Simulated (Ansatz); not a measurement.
# Gate voltage at the highest density: VSi2N4 monolayer

A layer charged from two gates alike needs a voltage that grows with the carrier density; the slope is e over the total capacitance.

Set-up. Ansatz 0.2.0, plane waves with PAW datasets (its set soft_2), PBE-D3(BJ); isolated slab, charged sheets 4.5 Å from the outer atoms behind model barriers, atoms held, Fermi-Dirac smearing of 0.02585 eV. The voltage is that of the gates (their mean) against the layer's Fermi level, from the uncharged case, which has a gap of 0.15 eV.

```tsv
run	added electrons (10¹³ per cm²)	gate voltage (V)
run 1	−1.00	−0.40
run 2	−2.00	−0.79
run 3	−4.00	−1.56
run 4	−7.00	−2.73
run 5	−11.00	?
```

Q: Estimate the withheld value from the rows shown.

A least-squares line through the 4 rows shown has slope 0.3881 and intercept −0.0117; no row lies more than 0.01 V off it. The capacitance is 1.602/0.3881 = 4.13 µF/cm², against 3.94 µF/cm² for plates 4.5 Å apart in vacuum on both sides; it is the larger, as where the added charge has its centre outside the outer atoms (not examined here). At −11.00 it gives 0.3881 × (−11.00) + (−0.0117) = −4.28 V, beyond the rows fitted. Rounding and scatter of the rows alone allow about ±0.012 V there.

The run itself gives −4.30 V: a miss of −0.02 V, or 0.5 % of the value. The capacitance falls a little towards the highest density.

**Limits.** The gates are model sheets, not atoms, and low densities sample few k-points.

[Logs are printed without paths, hosts, clocks, repeated set-up lines and the standing remarks that a program may print on its own settings, such as how far it seeks lower states.]
